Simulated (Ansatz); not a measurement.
## Preparing Li5AuO4 (C2/m) as a host crystal

Before any defect goes in: Li5AuO4 (C2/m) at rest, and how it screens a charge.

Calculated with Ansatz 0.2.0; plane-wave PAW DFT, PBEsol; relaxation of the host's cell and atoms, in the first sound run; inputs show where later runs differ.

This is a report of a sequence of runs, with most program output left out.

## 1. Set-up

It takes space group C2/m (No. 12, monoclinic). Conventional cell: a = 4.688 Å, b = 9.411 Å, c = 4.682 Å, α = 90.00°, β = 102.61°, γ = 90.00°. Li has 4 O at 1.93 to 1.99 Å nearest. Nearest to Li lie 4 O at 1.92 to 1.95 Å. Nearest to Li lie 4 O at 2.03 Å. Nearest to Au lie 4 O at 2.01 Å. O has 5 Li at 1.92 to 2.03 Å and 1 Au at 2.01 Å nearest. Farther neighbours and most contacts between anions are not listed.

## 2. Host cell relaxation

Lattice and positions are set free, within the symmetry that the program keeps.

File cell/input.yaml:

```yaml
crystal:
  lattice:
    - [2.3439221, -4.705742, 0.0]
    - [2.3439221, 4.705742, 0.0]
    - [-1.0224473, 0.0, 4.5693481]
  atoms:
    - { symbol: Li, position: [0.20804032, 0.79195968, 0.5] }
    - { symbol: Li, position: [0.71732839, 0.28267161, 0.0] }
    - { symbol: Li, position: [0.28267161, 0.71732839, 0.0] }
    - { symbol: Li, position: [0.79195968, 0.20804032, 0.5] }
    - { symbol: Li, position: [0.0, 0.0, 0.0] }
    - { symbol: Au, position: [0.5, 0.5, 0.5] }
    - { symbol: O, position: [0.40239573, 0.10648423, 0.24934489] }
    - { symbol: O, position: [0.89351577, 0.59760427, 0.75065511] }
    - { symbol: O, position: [0.10648423, 0.40239573, 0.24934489] }
    - { symbol: O, position: [0.59760427, 0.89351577, 0.75065511] }
basis:
  ecutwfc: 420
  xc_grid: 2
hamiltonian:
  xc: pbesol
kpoints:
  mp_grid: { grid: [7, 7, 6] }
scf:
  occupations: { method: fixed }
  max_iter: 100
relax:
  f_tol: 0.005
  max_steps: 60
  cell: {}
output:
  forces: true
  stress: true
checkpoint:
  write: "../cell.run"
  compress: false
  write_wavefunctions: false
  write_every: 100000
```

Started as:

```
$ ansatz run input.yaml --threads 8 --pin off --max-ram 22609MiB --backend cpu --events-out ev --progress --plain --runs-dir out
```

Wall time 15 s (8 threads of Arm Neoverse V2, shared host); peak memory 0.7 GiB.

Step by step:

```tsv
step	energy less that of the first step (eV)	largest force component (eV/Å)	pressure (GPa)	volume (Å³)
1	0.0000	0.1620	-0.18	100.80
2	-0.0041	0.0486	0.17	100.80
3	-0.0040	0.0044	0.09	101.07
4	-0.0037	0.0026	0.01	101.18
5	-0.0051	0.0026	0.03	101.18
6	-0.0050	0.0014	0.01	101.22
7*	-0.0052	0.0014	0.01	101.22
```

Relaxation steps marked * repeat the geometry before them on a plane-wave basis chosen anew for their cell, so energy and pressure can jump there. The log counts 2 steps on a newly chosen plane-wave basis, not all of them marked here; energy and pressure can jump at such steps.

Forces are held to the 4 operations that the run works with; a distortion that breaks them can't arise in this run.

```tsv
cell as run	before	after	change
a (Å)	5.257	5.257	-0.0 %
b (Å)	5.257	5.257	-0.0 %
c (Å)	4.682	4.698	+0.3 %
α (°)	95.59	95.74	+0.2 %
β (°)	95.59	95.74	+0.2 %
γ (°)	127.04	126.88	-0.1 %
volume (Å³/atom)	10.08	10.12	+0.4 %
```

Numbers from this step:

| Item | Value |
| --- | --- |
| pressure | 0.01118 GPa |

The relaxation ends with a largest force component of 0.0014 eV/Å and a pressure of 0.01 GPa.

## 3. Dielectric tensors of the host

The response to a uniform electric field gives the electronic dielectric tensor.

This step: plane-wave PAW DFPT, PBEsol; dielectric tensors, Born charges and zone-centre modes of the host (Ansatz 0.2.0).

File eps/input.yaml:

```yaml
crystal:
  lattice:
    - [2.3506713111, -4.7020265854, -0.0063716293]
    - [2.3506713111, 4.7020265854, -0.0063716293]
    - [-1.0378125311, 0.0, 4.5817935441]
  atoms:
    - { symbol: Li, position: [0.2075647015, 0.7924352985, 0.5] }
    - { symbol: Li, position: [0.7174535789, 0.2825464211, 0.0] }
    - { symbol: Li, position: [0.2825464211, 0.7174535789, 0.0] }
    - { symbol: Li, position: [0.7924352985, 0.2075647015, 0.5] }
    - { symbol: Li, position: [0.0, 0.0, 0.0] }
    - { symbol: Au, position: [0.5, 0.5, 0.5] }
    - { symbol: O, position: [0.4031954114, 0.1083990683, 0.25018147] }
    - { symbol: O, position: [0.8916009317, 0.5968045886, 0.74981853] }
    - { symbol: O, position: [0.1083990683, 0.4031954114, 0.25018147] }
    - { symbol: O, position: [0.5968045886, 0.8916009317, 0.74981853] }
basis:
  ecutwfc: 420
hamiltonian:
  xc: pbesol
kpoints:
  mp_grid: { grid: [6, 6, 5] }
scf:
  occupations: { method: fixed }
  max_iter: 100
phonons:
  method: dfpt
  dielectric: true
  rigid_motions: translations
```

Run time: 2.2 min. Hardware: 8 threads; peak memory 1.8 GiB; 16 min of CPU time.

Electronic dielectric tensor:

```
3.54 0.00 0.64
0.00 4.18 0.00
0.64 0.00 3.81
```

Static dielectric tensor:

```
7.29 0.00 2.29
0.00 8.74 0.00
2.29 0.00 8.21
```

The principal values of the electronic dielectric tensor are 3.02, 4.18 and 4.33. The principal values of the static dielectric tensor are 5.41, 8.74 and 10.09.

## 4. Primitive cell on a dense mesh

A dense mesh gives the host's converged energy, against which the supercell's sampling is tested.

This step: plane-wave PAW DFT, PBEsol; single point of the host's primitive cell on a dense mesh (Ansatz 0.2.0).

dense/input.yaml, as its differences from eps/input.yaml of step 3:

```diff
@@ -18,2 +18,3 @@
   ecutwfc: 420
+  xc_grid: 2
 hamiltonian:
@@ -21,9 +22,5 @@
 kpoints:
-  mp_grid: { grid: [6, 6, 5] }
+  mp_grid: { grid: [7, 7, 6] }
 scf:
-  occupations: { method: fixed }
-  max_iter: 100
-phonons:
-  method: dfpt
-  dielectric: true
-  rigid_motions: translations
+  occupations: { method: fermi_dirac, width: 0.01 }
+  max_iter: 80
```

Elapsed: 2.2 s, on 8 threads; peak memory 0.65 GiB; 16 s of CPU time.

## 5. Self-consistent run

This step: plane-wave PAW DFT, PBEsol; single point of the defect-free supercell, a test of its k-points (Ansatz 0.2.0).

System of this step: Li5AuO4 (C2/m). The cell holds 80 atoms: 40 Li, 8 Au and 32 O. Its edges and angles: a = 9.403 Å, b = 9.404 Å, c = 9.396 Å, α = 90.0°, β = 102.9°, γ = 90.0°.

File pristine.sampling/input.yaml:

```yaml
crystal:
  lattice:
    - [9.4026852446, 0.0, -0.0254865171]
    - [0.0, 9.4040531707, 0.0]
    - [-2.0756250623, 0.0, 9.1635870882]
  atoms:
    - { symbol: Li, position: [0.0, 0.7924352985, 0.25] }
    - { symbol: Li, position: [0.25, 0.2924352985, 0.25] }
    - { symbol: Li, position: [0.0, 0.2825464211, 0.0] }
    - { symbol: Li, position: [0.25, 0.7825464211, 0.0] }
    - { symbol: Li, position: [0.0, 0.7174535789, 0.0] }
    - { symbol: Li, position: [0.25, 0.2174535789, 0.0] }
    - { symbol: Li, position: [0.0, 0.2075647015, 0.25] }
    - { symbol: Li, position: [0.25, 0.7075647015, 0.25] }
[... 68 atom lines left out ...]
    - { symbol: O, position: [0.6278986199, 0.1473981716, 0.625090735] }
    - { symbol: O, position: [0.8778986199, 0.6473981716, 0.625090735] }
    - { symbol: O, position: [0.6221013801, 0.6473981716, 0.874909265] }
    - { symbol: O, position: [0.8721013801, 0.1473981716, 0.874909265] }
basis:
  ecutwfc: 420
  xc_grid: 2
hamiltonian:
  xc: pbesol
kpoints:
  mp_grid: { grid: [1, 1, 1], shift: [0.25, 0.25, 0.25] }
scf:
  occupations: { method: fermi_dirac, width: 0.01 }
  max_iter: 80
```

The job ended after 2.7 s (8 threads; peak memory 1.5 GiB; 17 s of CPU time).

Numbers from this step:

* energy over dense mesh: 1.86e-4 eV/atom

## 6. Defect free supercell relaxed from its symmetric sites

This cell, the one that will hold the defects, is built from the relaxed host. Its coarser k-points can move the atoms a little, so it is relaxed from the symmetric sites, as the reference for the test of stability.

This step: plane-wave PAW DFT, PBEsol; relaxation of the defect-free supercell from its symmetric sites (Ansatz 0.2.0).

pristine.symmetric/input.yaml, as its differences from pristine.sampling/input.yaml of step 5:

```diff
@@ -96 +96,12 @@
   max_iter: 80
+output:
+  forces: true
+relax:
+  f_tol: 0.01
+  max_steps: 60
+  escape_saddle: false
+checkpoint:
+  write: "../pristine.symmetric.run"
+  compress: false
+  write_wavefunctions: false
+  write_every: 100000
```

The job ended after 4.9 s (8 threads; peak memory 1.6 GiB).

Hardly anything moved in the relaxation; the energy changed by under 0.2 meV an atom.

## 7. Defect free supercell relaxed from displaced atoms

This step: plane-wave PAW DFT, PBEsol; relaxation of the defect-free supercell from random displacements, a test of the host's stability (Ansatz 0.2.0).

pristine.rattled/input.yaml, as its differences from pristine.symmetric/input.yaml of step 6:

```diff
@@ -100,6 +100,6 @@
   f_tol: 0.01
-  max_steps: 60
-  escape_saddle: false
+  max_steps: 120
+  random_displacement: { amplitude: 0.08, seed: 3906 }
 checkpoint:
-  write: "../pristine.symmetric.run"
+  write: "../pristine.rattled.run"
   compress: false
```

Wall time 32 s (8 threads); peak memory 1.6 GiB; 4 min of CPU time.

The steps of the relaxation:

```tsv
step	energy less that of the first step (eV)	largest force component (eV/Å)
1	0.0000	4.3179
2	-1.8040	0.5598
3	-2.3703	0.0247
4	-2.3703	0.0247
5	-2.3714	0.0017
```

The relaxation ends 30 meV an atom lower than the displaced start, with a largest force component of 0.0017 eV/Å.

## 8. Outcome

| Property | Result |
| --- | --- |
| primitive cell vectors, lengths | 5.257, 5.257, 4.698 Å |
| electronic dielectric constant | principal values (3.02, 4.18, 4.33) |
| static dielectric constant | principal values (5.41, 8.74, 10.09) |
| gap on the k-mesh of the response run (PBEsol) | 2.17 eV |
| supercell relaxed in its symmetry less the displaced and relaxed one | 0.000 eV |
| energy an atom at one point at (¼, ¼, ¼) less that on the dense mesh | 0.000 eV |

In words: Step 7: The energy fell by 2.371 eV from the randomly displaced start; the atoms end within 0.005 Å of the sites as typed, once the mean shift is taken out. The displaced cell ends within 0.01 eV of the symmetric one relaxed in its symmetry, so no lower structure shows in this supercell. The k-mesh can miss the band edges, so this gap is an upper bound at this level. All at zero temperature.

[Logs are printed without paths, hosts, clocks, repeated set-up lines and the standing remarks that a program may print on its own settings, such as how far it seeks lower states.]

[Hosts, paths, dates, database ids (printed as entryN), source tags and the programs' standing remarks are cut or masked in the printed files.]

[Runs of the host that timed out are not shown.]

[For some hosts the program warned that the k-mesh of the response run may be too coarse for force constants and the static dielectric constant; such warnings are not always shown.]
